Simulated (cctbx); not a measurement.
# What is wrong with this refinement?

Cell a = 6.5150 Å, b = 6.5150 Å, c = 18.3370 Å, α = 90.00°, β = 90.00°, γ = 90.00°; space group I4/mmm (no. 139).

Simulated single-crystal data (cctbx): Cu Kα, λ = 1.54184 Å, to d = 0.83 Å, 50 % of the full sphere, strongest reflection 70000 counts, noise from counting, a 3 % proportional error and a noise floor of 2 counts (s.d.); no absorption.

An anisotropic refinement with weights 1/σ² prints:

```text
Rint 0.023, 248 unique reflections to 0.83 A
cycle     R1     wR2    GooF  max shift (A)
   1  0.1597  0.4238  18.336   0.02474
   5  0.1328  0.3309  14.319   0.00031
final R1 0.1328 wR2 0.3309 GooF 14.319  parameters 20  data/parameter 12.4
atom        x        y        z      Ueq    occ   su(xyz)  su(Uiso or U11)
Tm1    0.00000  0.50000  0.00000   0.0019  1.000  0.00000  0.0020  NPD
Ba1    0.50000  0.00000  0.25000   0.0025  1.000  0.00000  0.0019
Ni1    0.00000  0.00000  0.12391   0.0121  1.000  0.00067  0.0039  NPD
Ni2    0.50000  0.50000  0.12234  -0.0074  1.000  0.00042  0.0035  NPD
S1     0.50000  0.50000  0.26468   0.0550  1.000  0.00195  0.0076
S2     0.25788  0.74212  0.10069   0.0011  1.000  0.00060  0.0028  NPD
difference map: max 33.24 min -7.72 rms 1.39
Q1    0.0000  0.0000  0.0000    2   33.24  2.27 A from Ni1
Q2    0.0000  0.0000  0.5000    2   20.51  2.24 A from Ni2
Q3    0.0000  0.0000  0.2465    4   15.48  0.21 A from S1
Q4    0.0000  0.5000  0.0000    4   11.69  0.00 A from Tm1
Q5    0.0000  0.5000  0.2500    4   11.14  0.00 A from Ba1
Q6    0.2128  0.2128  0.3884   16    6.59  0.34 A from S2
```

Q: Accept it or mend it, and why?

Mend it. The fault: an atom left out, S at (0, 0, 0). Against the right model at the same level, R1 goes from 0.0074 to 0.1328 and GooF from 0.84 to 14.32, U of Ni2 shrinks from 0.0052 to -0.0074 Å², U of S1 swells from 0.0064 to 0.0550 Å², the top difference peak, 33.2 e/Å³, lies 2.27 Å from Ni1 and Tm1, Ni1, Ni2 and S2 go non-positive-definite. Q1 is the missing atom. With scattering power missing, scale and phases suffer, so peaks may also grow on the heavy atoms.

The compound is Ba2Tm2Ni4S11. The right model at the same level gives:

```text
Rint 0.023, 248 unique reflections to 0.83 A
cycle     R1     wR2    GooF  max shift (A)
   1  0.0088  0.0244   1.062   0.00067
   2  0.0074  0.0194   0.843   0.00000
final R1 0.0074 wR2 0.0194 GooF 0.843  parameters 22  data/parameter 11.3
atom        x        y        z      Ueq    occ   su(xyz)  su(Uiso or U11)
Tm1    0.00000  0.50000  0.00000   0.0045  1.000  0.00000  0.0001
Ba1    0.50000  0.00000  0.25000   0.0041  1.000  0.00000  0.0001
Ni1    0.00000  0.00000  0.12065   0.0041  1.000  0.00003  0.0002
Ni2    0.50000  0.50000  0.12459   0.0052  1.000  0.00003  0.0002
S1     0.00000  0.00000  0.00000   0.0058  1.000  0.00000  0.0003
S2     0.50000  0.50000  0.26556   0.0064  1.000  0.00005  0.0002
S3     0.26016  0.73984  0.10117   0.0036  1.000  0.00004  0.0001
difference map: max 0.30 min -0.25 rms 0.07
Q1    0.0000  0.4375  0.1340   16    0.30  2.14 A from S3
Q2    0.1593  0.1593  0.1470   16    0.27  1.25 A from S3
Q3    0.0000  0.5000  0.1923    8    0.24  1.06 A from Ba1
Q4    0.1558  0.3475  0.0255   32    0.22  1.50 A from Tm1
Q5    0.0000  0.3658  0.3774   16    0.22  1.81 A from S3
Q6    0.0000  0.2398  0.2794   16    0.21  1.77 A from S2
```

Isotropic U is held between 0.0001 and 1 Å² by the program, and listed peak heights are interpolated, so they can pass the grid's maximum.

This is a model crystal, built by substitution and not relaxed, with assumed displacement parameters.

[Middle refinement cycles are left out of these outputs.]

[Logs are printed without paths, hosts, clocks, repeated set-up lines and the standing remarks that a program may print on its own settings, such as how far it seeks lower states.]
